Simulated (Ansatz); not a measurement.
# How Sb absorbs and reflects light

Aim: the dielectric function of Sb, and the optical constants that follow from it.

Program: Ansatz 0.2.0. Level of theory: DFT, PBE, plane-wave PAW, default files, scalar-relativistic, independent-particle optical response without local fields. Values are calculated unless marked as measured.

### 1. The system as given

It takes space group R-3m (No. 166, trigonal). Conventional cell: a = 4.308 Å, b = 4.308 Å, c = 11.274 Å, α = 90.00°, β = 90.00°, γ = 120.00°. Nearest to Sb lie 3 Sb at 2.91 Å.

Coordinates:

```cif
data_structure
_symmetry_space_group_name_H-M 'R-3m:H'
_symmetry_Int_Tables_number 166
_cell_length_a 4.3084
_cell_length_b 4.3084
_cell_length_c 11.2740
_cell_angle_alpha 90.000
_cell_angle_beta 90.000
_cell_angle_gamma 120.000
_cell_volume 181.23
loop_
_atom_site_label
_atom_site_type_symbol
_atom_site_symmetry_multiplicity
_atom_site_Wyckoff_symbol
_atom_site_fract_x
_atom_site_fract_y
_atom_site_fract_z
_atom_site_occupancy
Sb1 Sb 6 c 0.00000 0.00000 0.76651 1
```

### 2. Ground state and bands

First the ground state: is it a metal or has it a gap?

This step: DFT, PBE, plane-wave PAW, default files, scalar-relativistic, ground state (Ansatz 0.2.0).

Contents of input.yaml:

```yaml
crystal:
  lattice:
    - [2.1542, 1.2437279499, 3.758]
    - [-2.1542, 1.2437279499, 3.758]
    - [0.0, -2.4874558998, 3.758]
  atoms:
    - { symbol: Sb, position: [0.76651, 0.76651, 0.76651] }
    - { symbol: Sb, position: [0.23349, 0.23349, 0.23349] }
kpoints:
  mp_grid: { grid: [6, 6, 6] }
  band_path:
    path:
      - [[0.0, 0.0, 0.0], [0.5, 0.0, 0.0], [0.5, 0.23968736, -0.23968736]]
      - [[0.76031264, 0.5, 0.23968736], [0.5, 0.5, 0.5], [0.0, 0.0, 0.0], [0.36984368, 0.0, -0.36984368]]
      - [[0.63015632, 0.36984368, 0.0], [0.5, 0.5, 0.0], [0.63015632, 0.63015632, 0.23968736], [0.5, 0.5, 0.5]]
      - [[0.5, 0.0, 0.0], [0.76031264, 0.36984368, 0.36984368]]
    npoints: 6
scf:
  occupations: { method: fermi_dirac, width: 0.05 }
  n_extra_bands: 6
hamiltonian:
  xc: pbe
  pseudopotentials: { kind: paw }
output:
  forces: true
  stress: true
  populations: true
  write_bands: true
  write_density: true
  write_potential: true
  elf: true
  volumetric_format: npy
```

Command:

```bash
ansatz run input.yaml --threads 4 --pin off --max-ram 8192MiB --backend cpu --events-out ev --progress --plain --runs-dir out
```

Log:

```text
scf.n_extra_bands = 6 over 15 filled bands (N_el = 30.0): the run solves 21 bands
Engine: ansatz 0.2.0, aarch64-unknown-linux-gnu
Pseudopotentials: kind: paw
Pseudopotential: Sb, paw, valence charge 15, recommended cutoff 420 eV (normal), Sb.paw.azcp
Functional definition: PBE
  parameter kappa = 0.804
  parameter beta = 0.066725
  exchange = pbe_x(kappa = kappa, mu = beta*pi^2/3)
  correlation = pbe_c(beta = beta)
Crystal: 2 atoms, lattice volume = 60.411 Å³
Basis set: ecut = 420 eV, 1195 PW (Γ), exchange–correlation on 64×64×64 points (8 copies of the dense FFT grid, shifted against one another)
Bands: 21, of which v1, the nominal top of the filled ones, is band 15 counted from 1 (14 counted from 0)
Symmetry: 12 space group operations
Space group: R-3m (ITA 166), of the structure as read, at distance tolerance 3.9e-5 Å
k-points: 32 of 216
Non-local potential: Sb, projectors of the file, l = 0: 2, l = 1: 2, l = 2: 2, l = 3: 2
PAW form: soft (Blöchl's): semilocal exchange-correlation on the pseudo side does not see the compensation charge
PAW one-centre angular grid: Sb, 590 points (default); XC on 64 Gauss nodes
Initial density: superposition of atomic densities (neutral atoms: chi_scale 0, normalization atom), corrected by the library's trained network
Initial wavefunctions: pseudopotential atomic-orbital guess
Functional: x = pbe(κ = 0.804, μ = 0.219515), c = pbe(β = 0.066725)
SCF iter   1: F=—  HF=-12968.973243 eV  |F-HF|=—  |Δ(HF+E_count)|=         —  Δρ=1.38e-3  dr2=9.16e-4  ethr=1.77e-3  ⟨swp⟩=7.2  Hψ=3650  notcnv=0  defer=1
preconditioner: auto → none  [insulator: Δε(μ)=0.258 eV  Ē_g=10.236 eV  σ=0.050 eV  W_gap=0.57  n_scr=14 (ndim 8)  ℏωp=15.1 eV  f_vac=0.002  D(μ)=0.36/eV (n_scr^D=0)  ε∞_Penn≈3.2]
SCF iter   2: F=—  HF=-12968.971993 eV  |F-HF|=—  |Δ(HF+E_count)|=   1.25e-3  Δρ=7.22e-4  dr2=2.51e-4  ethr=3.05e-6  ⟨swp⟩=2.2  Hψ=1438  notcnv=0  defer=8
SCF iter   3: F=—  HF=-12968.972040 eV  |F-HF|=—  |Δ(HF+E_count)|=   4.72e-5  Δρ=2.86e-4  dr2=3.46e-5  ethr=8.38e-7  ⟨swp⟩=3.0  Hψ=1130  notcnv=0  defer=8
SCF iter   4: F=—  HF=-12968.972067 eV  |F-HF|=—  |Δ(HF+E_count)|=   2.71e-5  Δρ=8.19e-5  dr2=2.98e-6  ethr=1.15e-7  ⟨swp⟩=3.0  Hψ=1138  notcnv=0  defer=8
SCF iter   5: F=—  HF=-12968.972066 eV  |F-HF|=—  |Δ(HF+E_count)|=   1.39e-6  Δρ=3.85e-5  dr2=7.84e-7  ethr=9.95e-9  ⟨swp⟩=2.3  Hψ=1042  notcnv=0  defer=8
SCF iter   6: F=-12968.972066 eV  HF=-12968.972066 eV  |F-HF|=4.16e-8  |Δ(HF+E_count)|=   2.32e-7  Δρ=8.10e-6  dr2=4.25e-8  ethr=3.33e-10  ⟨swp⟩=10.5  Hψ=5083  notcnv=0
SCF 1 converged in 6 iterations: F = -12968.972066 eV  dr2 = 4.25e-8
  greatest PAW one-centre occupation: 0.996 electrons in one spin orbital (limit 2), on the Sb atom at site 1 (counted from 0), in its partial waves of l = 2
NSCF: frozen V_eff on 58 k-points
SCF converged after 6 iterations
Free energy (F): -12968.972066 eV
Harris-Foulkes:  -12968.972066 eV  (|F-HF|=4.16e-8)
Internal energy: -12968.969342 eV  (E = F + TS)
E sigma→0 (E₀):  -12968.970704 eV
Entropy (-TS):   -0.002724 eV (-1.362 meV/atom)
Fermi energy:    10.137057 eV
--- Per-component energies (eV) ---
  E_band       = -338.488747
  E_kinetic    = 414.169106
  E_local      = -3194.272672  (includes V_loc(G=0)·N_el)
  E_nonlocal   = 724.332258
  E_hartree    = 1449.242204
  E_xc         = -277.071818
  E_vxc        = -192.731986  (∫ρ·V_xc dr)
  E_paw        = -9150.498366  (= ΣΔE_a)
  E_vpaw       = -988.480342  (= ΣTr[D̂ρ^β])
  E_aug_tail   = -0.000003  (compensation charges beyond the density's cutoff)
  E_ewald      = -2934.870052
  E_smearing   = -0.002724  (= −TS)
  E_closure    = 0.000000  (closes the sum)
  Σ components = -12968.972066   (vs F -12968.972066, Δ=0.00e0)
--- Forces (eV/Å), atoms counted from 1 ---
  atom   1  Sb     0.00000000     0.00000000    -0.07318159
  atom   2  Sb     0.00000000    -0.00000000     0.07318159
  max |Σ_I F_I| component: 2.78e-17 eV/Å
--- Stress (GPa, compression-positive) ---
        2.860262      -0.000000       0.000000
       -0.000000       2.860262       0.000000
        0.000000      -0.000000       2.562965
  P = ⅓ Tr σ = 2.7612 GPa (27.612 kbar)
--- Band table (eV; the first three rows and the last of 32) ---
  k-point 0: bands = [... 11 lower, 5.2712, 8.0195, 8.2936, 8.2936, 12.1813, 12.7919, 12.7919, 15.2283, ... 2 higher]
  k-point 1: bands = [... 11 lower, 4.0992, 8.0635, 8.2298, 8.7171, 11.8872, 12.0829, 12.1220, 14.6618, ... 2 higher]
  k-point 2: bands = [... 11 lower, 2.0556, 8.1387, 8.1594, 9.2549, 10.7798, 10.8608, 11.0415, 15.7759, ... 2 higher]
  k-point 31: bands = [... 11 lower, 1.0900, 8.7801, 8.7801, 9.6396, 10.2181, 10.2181, 11.1866, 17.1198, ... 2 higher]
--- Löwdin populations: 2 sites ---
  site symbol       q [e]
     0     Sb     14.9646
     1     Sb     14.9646
  spilling = 0.002358 (of n_electrons = 30.000000)
```

It took 1.1 s on 4 threads of Arm Neoverse V2, shared host; peak memory 0.35 GiB.

Reading the cycles: dr2 is the Hartree energy of the density residual (eV), the measure of convergence; HF is the Harris–Foulkes estimate of the energy, which meets the free energy F at convergence.

Numbers from this step:

| Item | Value |
| --- | --- |
| free energy | -12968.9721 eV |
| Fermi energy | 10.14 eV |
| electrons | 30 |
| symmetry operations | 12 |
| pressure | 2.761 GPa |
| volume | 60.41 Å³ |
| gap on the path | 0 eV |

There are states at the Fermi level within the smearing, so the occupations stay smeared and the carriers get a Drude term. The cell is left with a pressure of 2.8 GPa and forces up to 0.07 eV/Å, as it stands unrelaxed at this level.

Electronic bands along the path, in eV, zero at the Fermi level; # counts the bands kept:

```csv
point,#2,#3,#4,#5,#6,#7,#8,#9
Γ,-4.87,-2.12,-1.84,-1.84,2.04,2.65,2.65,5.09
halfway,-7.04,-2.06,-1.95,-1.13,1.21,1.33,1.41,4.90
L,-9.69,-1.98,-1.88,-0.35,-0.24,0.14,0.44,7.55
halfway,-9.58,-4.21,-3.01,-1.52,0.34,2.92,3.42,6.21
B1,-9.09,-5.04,-4.90,-0.79,0.65,4.56,4.63,5.97
jump to B,-9.09,-5.04,-4.90,-0.79,0.65,4.56,4.63,5.97
halfway,-8.82,-4.18,-3.36,-0.40,0.22,3.35,3.87,5.62
Z,-9.05,-1.36,-1.36,-0.50,0.08,0.08,1.05,6.98
halfway,-7.09,-1.69,-1.69,-0.91,1.25,1.25,1.63,4.96
Γ,-4.87,-2.12,-1.84,-1.84,2.04,2.65,2.65,5.09
halfway,-7.45,-3.46,-1.24,-1.12,0.34,0.70,3.41,4.37
X,-9.16,-5.34,-3.23,-2.98,2.77,3.14,4.11,5.89
jump to Q,-9.16,-5.34,-3.23,-2.98,2.77,3.14,4.11,5.89
halfway,-8.35,-5.52,-3.66,-3.48,2.08,4.31,4.64,6.62
F,-8.04,-5.49,-3.81,-3.71,1.49,4.89,5.47,6.89
halfway,-8.27,-5.52,-3.59,-3.47,1.79,4.29,5.09,6.64
P1,-8.77,-5.40,-3.26,-2.77,2.42,3.14,4.55,5.98
halfway,-8.86,-4.00,-2.40,-1.55,1.54,1.88,3.79,5.50
Z,-9.05,-1.36,-1.36,-0.50,0.08,0.08,1.05,6.98
jump to L,-9.69,-1.98,-1.88,-0.35,-0.24,0.14,0.44,7.55
halfway,-9.44,-3.91,-2.59,-1.78,1.47,1.50,2.87,5.43
P,-8.77,-5.40,-3.26,-2.77,2.42,3.14,4.55,5.98
```

The electronic bands as a text plot (rows in eV, shown from -8.0 to 5.1 only; labels by their first letter):

```
    4.8 |*****        **         *******   ****  *******       *
    4.3 |  *         *  **            *******  **   *          **
    3.7 |                 *                     *    *  *
    3.2 |           *     *               *    *
    2.6 |**                *        ******     **     ** *    * *
    2.1 |***       *       *       *****     **      * **      **
    1.6 |  ***     *        **  ***          **  ****   * *  **
    1.0 |   ***   *           ** **     ** **            * * *
    0.5 |     ************* ** **         ***             * *
   -0.1 |      ****        ****                            *
   -0.6 |     **       *****  ***                         ***
   -1.2 |  ***    *  **       ** ***    ***              * * *
   -1.7 |************       **  ********** **           ***   *
   -2.3 |******    *       ***       ***     **       *** * ** **
   -2.8 |         * *                   **   ***     *** *    ***
   -3.4 |          *      **              *    ***  **       *
   -3.9 |            *   **                      ***    *     *
   -4.5 |           * * *                  **                  *
   -5.0 |**          *****          **       **       **        *
   -5.5 |                             **       *******
   -6.1 |  *                       *    **
   -6.6 |
   -7.2 |   **                   **       *
   -7.7 |
         Γ      L     B|B     Z      Γ        X|Q F  P    Z|L   P
```

Valence density in the ac plane of the conventional cell at fractional y = 0.333, with atoms of Sb within 0.2 Å of it. It is the smooth field of the valence electrons, not physical close to the nuclei.

Values in e/Å³, 24 rows by 14 columns, each cell a mean:
```
 0  0  0  0  0  0  0  0  0  0  0  0  0  0
 0  0  0  0  0  0  0  0  0  0  0  0  0  0
 0  0  0  0  0  0  0  0  0  0  0  0  0  0
 0  0  0  0  0  0  0  0  0  0  0  0  0  0
 0  0  0  0  0  0  0  0  0  0  0  0  0  0
 0  0  0  0  0  0  0  0  0  0  0  0  0  0
 0  0  0  0  0  0  0  0  0  0  0  0  0  0
 0  0  0  0  0  0  0  0  0  0  0  0  0  0
 0  0  0  0  0  0  0  1  1  1  1  1  0  0
 0  0  0  0  0  0  1  2  6 11  8  2  1  0
 0  0  0  0  0  0  1  2 10 17 12  3  1  0
 0  0  0  0  0  0  0  1  2  4  3  1  0  0
 0  0  0  0  0  0  0  0  0  0  0  0  0  0
 0  0  0  0  0  0  0  0  0  0  0  0  0  0
 0  0  0  0  0  0  0  0  0  0  0  0  0  0
 0  0  0  0  0  0  0  0  0  0  0  0  0  0
 0  0  0  0  0  0  0  0  0  0  0  0  0  0
 0  0  0  0  0  0  0  0  0  0  0  0  0  0
 0  0  0  0  0  0  0  0  0  0  0  0  0  0
 0  0  0  0  0  0  0  0  1  1  1  0  0  0
 0  0  0  0  0  0  0  1  5  8  6  2  1  0
 0  0  0  0  0  0  1  3 10 18 12  4  1  0
 0  0  0  0  0  0  0  1  4  6  4  2  1  0
 0  0  0  0  0  0  0  0  1  1  1  0  0  0
```

Electrostatic potential energy in the ac plane of the conventional cell at fractional y = 0.333, with atoms of Sb within 0.2 Å of it. With pseudopotentials it is smooth inside the atoms' cores, unlike the true potential.

Values in eV, 24 rows by 14 columns, each cell a mean:
```
 11  10  10  10  11  11  11  11  10  10  10  11  11  12
 10   8   7   7   9  11  12  13  13  13  13  13  12  11
  9   7   6   6   8  10  12  13  13  13  13  13  12  11
  9   8   7   7   9  11  12  13  13  13  13  13  12  11
  9   7   6   7   9  11  12  13  13  13  13  13  12  11
  9   7   6   6   8  10  12  13  13  13  13  13  12  11
 10   9   8   9  10  11  12  12  12  12  12  12  12  11
 11  11  11  11  11  11  11   9   7   6   7   9  10  11
 12  12  13  12  12  10   5  -3 -10 -12 -11  -5   4   9
 11  12  13  12  11   7  -4 -15 -17 -17 -17 -16  -7   5
 10  12  12  12  10   6  -7 -17 -17 -16 -17 -17 -10   4
 10  10  10  10  10   8   1 -11 -16 -17 -17 -12  -2   7
  9   8   7   8   9  10   9   5   0  -2  -1   4   8  10
  9   7   6   6   8  10  11  11  11  10  10  11  11  11
 10   9   8   8  10  11  12  13  13  13  13  13  12  11
 11  10  10  10  11  12  13  13  13  13  13  13  13  12
 11  10  10  10  11  12  13  13  13  13  13  13  13  12
  9   8   7   7   9  11  12  12  12  12  12  12  12  11
  9   7   6   7   8  10  11  10   8   8   8  10  10  10
 10   9   8   9  10   9   6  -1  -7 -10  -8  -2   5   9
 10  11  11  11  10   7  -3 -14 -17 -17 -17 -15  -6   6
 10  12  12  12  11   6  -7 -17 -17 -16 -17 -17 -10   4
 11  12  13  13  11   8  -1 -13 -17 -17 -17 -14  -4   7
 12  12  12  12  12  11   8   2  -3  -6  -4   1   7  10
```

[end of part 1 of 2]

[Long decimals in the printed logs are rounded to 6 places.]

[Logs are printed without paths, hosts, clocks, repeated set-up lines and the standing remarks that a program may print on its own settings, such as how far it seeks lower states.]

[Hosts, paths, dates, database ids (printed as entryN), source tags and the programs' standing remarks are cut or masked in the printed files.]

[Where the starting crystal was built by hand or by swapping elements, it need not be the compound's stable phase.]

[The count of steps not shown may lack steps that the program refused or didn't finish.]
